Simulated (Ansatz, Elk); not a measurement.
**Bonding as seen by X-rays: CaTi**

Structure refinements treat a crystal as free atoms side by side. For a made-up structure of CaTi (cell and positions from a PBE relaxation) the runs below show what the calculated density changes in F(hkl).

Program: Elk 11.2.3 (patched build). Level of theory: DFT, PBE, all-electron APW+lo, Dirac cores, scalar-relativistic bands, static density, no spin. Results are calculated unless marked as measured.

This account leaves out most program logs.

The structure was built from a prototype and need not be the compound's stable phase.

## Step 1: Starting point

Symmetry: P4/nmm, No. 129, tetragonal system. Conventional cell: a = 3.205 Å, b = 3.205 Å, c = 10.373 Å, α = 90.00°, β = 90.00°, γ = 90.00°. Nearest to Ti lie 8 Ti at 2.80 to 3.20 Å and 4 Ca at 3.53 Å. Nearest to Ca lie 4 Ca at 3.20 Å and 4 Ti at 3.53 Å. Farther neighbours are not listed.

## Step 2: Ground state and structure factors

An all-electron density is needed, since X-rays see the cores too. Task 0 finds the density and task 195 Fourier-transforms it; tshift is off so that phases refer to the origin typed.

elk.in

```
tasks
  0
  195

xctype
  20

spinpol
  .false.

rgkmax
  7.0

gmaxvr
  14.0

lmaxo
  7

lmaxapw
  8

swidth
  0.002

tshift
  .false.

ramdisk
  .false.

hmaxvr
  5.5

maxscl
  120

epspot
  1e-06

sppath
  './'

avec
  6.05647458937 0.00000000000 0.00000000000
  0.00000000000 6.05647458937 0.00000000000
  0.00000000000 0.00000000000 19.60230967094

atoms
  2
  'Ti.in'
  2
  0.5000000000 0.0000000000 0.4204080237   0.000000 0.000000 0.000000
  0.0000000000 0.5000000000 0.5795919763   0.000000 0.000000 0.000000
  'Ca.in'
  2
  0.5000000000 0.0000000000 0.8406375114   0.000000 0.000000 0.000000
  -0.0000000000 0.5000000000 0.1593624886   0.000000 0.000000 0.000000

ngridk
  7 7 3
```

The run is started by

```sh
$ OMP_NUM_THREADS=4 elk
```

It took 22 s on 4 threads of Arm Neoverse V2, shared host; peak memory 0.16 GiB; 58 s of CPU time.

SFACRHO.OUT:

```text

h k l indices transformed by vhmat matrix:
   1.000000000       0.000000000       0.000000000    
   0.000000000       1.000000000       0.000000000    
   0.000000000       0.000000000       1.000000000    

      h      k      l  multipl.   |H|            Re(F)            Im(F)           |F|

      0      0      0      1   0.0000000       84.000001      0.10317477E-15   84.000001    
      0      0      1      2  0.32053291      -16.721085     -0.74839099E-14   16.721085    
      0      0     -2      2  0.64106581       6.6502400     -0.49892733E-14   6.6502400    
      0      0      3      2  0.96159872      -34.353349      -0.0000000       34.353349    
      0      1      0      4   1.0374328     -0.24946366E-14 -0.10584759E-13  0.10874757E-13
      1      0     -1      4   1.0858214      0.87312282E-14  -9.4387374       9.4387374    
     -1      0      1      4   1.0858214      0.74839099E-14   9.4387374       9.4387374    
      0     -1     -2      4   1.2195213      0.26193685E-13   54.413388       54.413388    
      0      1      2      4   1.2195213      0.26193685E-13  -54.413388       54.413388    
      0      0      4      2   1.2821316      -32.050469     -0.13720501E-13   32.050469    
      0     -1      3      4   1.4145455     -0.27441003E-13   27.054342       27.054342    
     -1      0      3      4   1.4145455      0.17462456E-13  -27.054342       27.054342    
      1     -1      0      4   1.4671515      -58.239379      0.13434160E-15   58.239379    
      1     -1     -1      8   1.5017573       11.764300     -0.74839099E-14   11.764300    
     -1      1      2      8   1.6010930      -4.6819367     -0.12473183E-13   4.6819367    
      0      0      5      2   1.6026645       31.191661      0.19957093E-13   31.191661    
     -1      0     -4      4   1.6492811     -0.14967820E-13  -6.5346857       6.5346857    
      1      0      4      4   1.6492811     -0.14967820E-13   6.5346857       6.5346857
```

Elk indexes on the primitive cell of elk.in and gives |H| = 4π sin θ/λ in inverse bohr. Below, one row stands for each form hkl of the conventional cell (m members, Friedel mates merged), F is for one primitive cell and the density is static (no thermal factor). Free-atom factors are Waasmaier and Kirfel's, and R is Σm||F|−|F'||/Σm|F|.

```
hkl  m  sin θ/λ (Å⁻¹)  abs F, DFT  neutral atoms   diff.  abs of complex diff.
001  2          0.048      16.721         16.605  +0.116                 0.116
002  2          0.096       6.650          6.499  +0.151                 0.151
003  2          0.145      34.353         33.980  +0.373                 0.373
100  4          0.156       0.000          0.000  +0.000                 0.000
101  8          0.163       9.439          9.335  +0.103                 0.103
102  8          0.183      54.413         54.688  -0.274                 0.274
004  2          0.193      32.050         32.392  -0.342                 0.342
103  8          0.213      27.054         27.413  -0.359                 0.359
110  4          0.221      58.239         58.333  -0.093                 0.093
111  8          0.226      11.764         12.133  -0.369                 0.369
112  8          0.241       4.682          4.973  -0.291                 0.291
005  2          0.241      31.192         31.419  -0.227                 0.227
104  8          0.248       6.535          6.808  -0.274                 0.274
113  8          0.264      26.931         26.970  -0.039                 0.039
105  8          0.287      39.177         39.205  -0.028                 0.028
006  2          0.289       3.464          3.666  -0.202                 0.202
114  8          0.293      26.743         26.578  +0.165                 0.165
200  4          0.312      48.669         48.620  +0.049                 0.049
201  8          0.316      10.277         10.222  +0.055                 0.055
202  8          0.327       4.249          4.238  +0.010                 0.010
115  8          0.327      26.533         26.488  +0.045                 0.045
106  8          0.329       2.610          2.502  +0.107                 0.107
```

## Step 3: The highest occupied states alone

An energy window below the Fermi level keeps the highest occupied states, to see at which angles they scatter; shallow core shells can lie inside it and anion s states outside. No new self-consistency is needed.

elk.in: that of step 2 with these lines changed.

```diff
@@ -1,3 +1,2 @@
 tasks
-  0
   195
@@ -40,2 +39,5 @@
 
+wsfac
+  -0.257140 0.483850
+
 sppath
```

The run is started by

```sh
$ OMP_NUM_THREADS=4 elk
```

Wall time 8.2 s (4 threads); peak memory 0.16 GiB.

States within 12 eV below the Fermi level hold 12.00 electrons; any levels below the window count with the cores. Their amplitudes can exceed the total, where window and core parts have opposite phase:

```
hkl  sin θ/λ (Å⁻¹)  abs F, window  abs F, all
001          0.048          4.597      16.721
002          0.096          2.227       6.650
003          0.145          0.639      34.353
100          0.156          0.000       0.000
101          0.163          1.084       9.439
102          0.183          1.401      54.413
004          0.193          0.404      32.050
103          0.213          1.291      27.054
110          0.221          1.458      58.239
111          0.226          0.943      11.764
```

## Step 4: Another functional

The difference from free atoms is small, so it is set against the change that LDA (Perdew-Wang) makes.

elk.in: that of step 3 with these lines changed.

```diff
@@ -1,2 +1,3 @@
 tasks
+  0
   195
@@ -4,3 +5,3 @@
 xctype
-  20
+  3
 
@@ -39,5 +40,2 @@
 
-wsfac
-  -0.257140 0.483850
-
 sppath
```

The run is started by

```sh
$ OMP_NUM_THREADS=4 elk
```

It took 16 s on 4 threads; peak memory 0.16 GiB.

Against the first run R = 0.05 %; the largest change is -0.055 at 200.

## Step 5: Basis size

A smaller basis shows how fast F responds to it; the change is likely larger than the basis error of the first run, but doesn't show convergence.

elk.in: that of step 4 with these lines changed.

```diff
@@ -5,3 +5,3 @@
 xctype
-  3
+  20
 
@@ -11,3 +11,3 @@
 rgkmax
-  7.0
+  5.5
```

The run is started by

```sh
$ OMP_NUM_THREADS=4 elk
```

The job ended after 18 s (4 threads; peak memory 0.16 GiB; 41 s of CPU time).

Against the first run R = 0.06 %; the largest change is -0.059 at 110.

## Step 6: A coarser k-mesh

About half the k-points along each axis test the sampling.

elk.in: that of step 5 with these lines changed.

```diff
@@ -11,3 +11,3 @@
 rgkmax
-  5.5
+  7.0
 
@@ -60,2 +60,2 @@
 ngridk
-  7 7 3
+  4 4 2
```

The run is started by

```sh
$ OMP_NUM_THREADS=4 elk
```

Wall time 19 s (4 threads); peak memory 0.16 GiB.

Against the first run R = 0.02 %; the largest change is +0.037 at 003.

## Step 7: Settings against the effect

```
              run  R against the first run (%)  R against neutral atoms, low angle (%)  wall time
    PBE, rgkmax 7                         0.00                                    0.86       22 s
LDA (Perdew-Wang)                         0.05                                    0.85       16 s
       rgkmax 5.5                         0.06                                    0.95       18 s
     k-mesh 4×4×2                         0.02                                    0.87       19 s
```

## Step 8: Summary of results

| Property | Result |
| --- | --- |
| R against neutral atoms, sin θ/λ < 0.3 Å⁻¹ | 0.86 % |
| R against neutral atoms, 0.3 to 0.73 Å⁻¹ | 0.25 % |

**Reading.** Independent neutral atoms miss the calculated amplitudes by R = 0.86 % below 0.3 Å⁻¹ and 0.25 % from there to 0.73 Å⁻¹; by shells, 1.11 % below 0.15 Å⁻¹ (3 forms), 0.85 % 0.15 to 0.3 (13 forms), 0.20 % 0.3 to 0.45 (24 forms), 0.26 % above 0.45 (104 forms). Bonding, aspherical density and the tables' own atoms all enter these figures, and the runs don't part them. The largest change of an amplitude is +0.37 electrons, at 003. The window's part falls from 12.0 electrons at the origin to at most 0.31 between 0.45 and 0.73 Å⁻¹. Below 0.3 Å⁻¹ the changes that finished (LDA (Perdew-Wang), rgkmax 5.5 and k-mesh 4×4×2) move F by R = 0.09 % at most, against the 0.86 % that separates it from free atoms. These runs have no spin, though d or f shells may be open. Part of the difference isn't bonding: the tables are fits to free atoms and ions calculated by other methods than this functional. Thermal motion, anomalous dispersion and extinction are left out.

[Logs are printed without paths, hosts, clocks, repeated set-up lines and the standing remarks that a program may print on its own settings, such as how far it seeks lower states.]

[Hosts, paths, dates, database ids (printed as entryN), source tags and the programs' standing remarks are cut or masked in the printed files.]
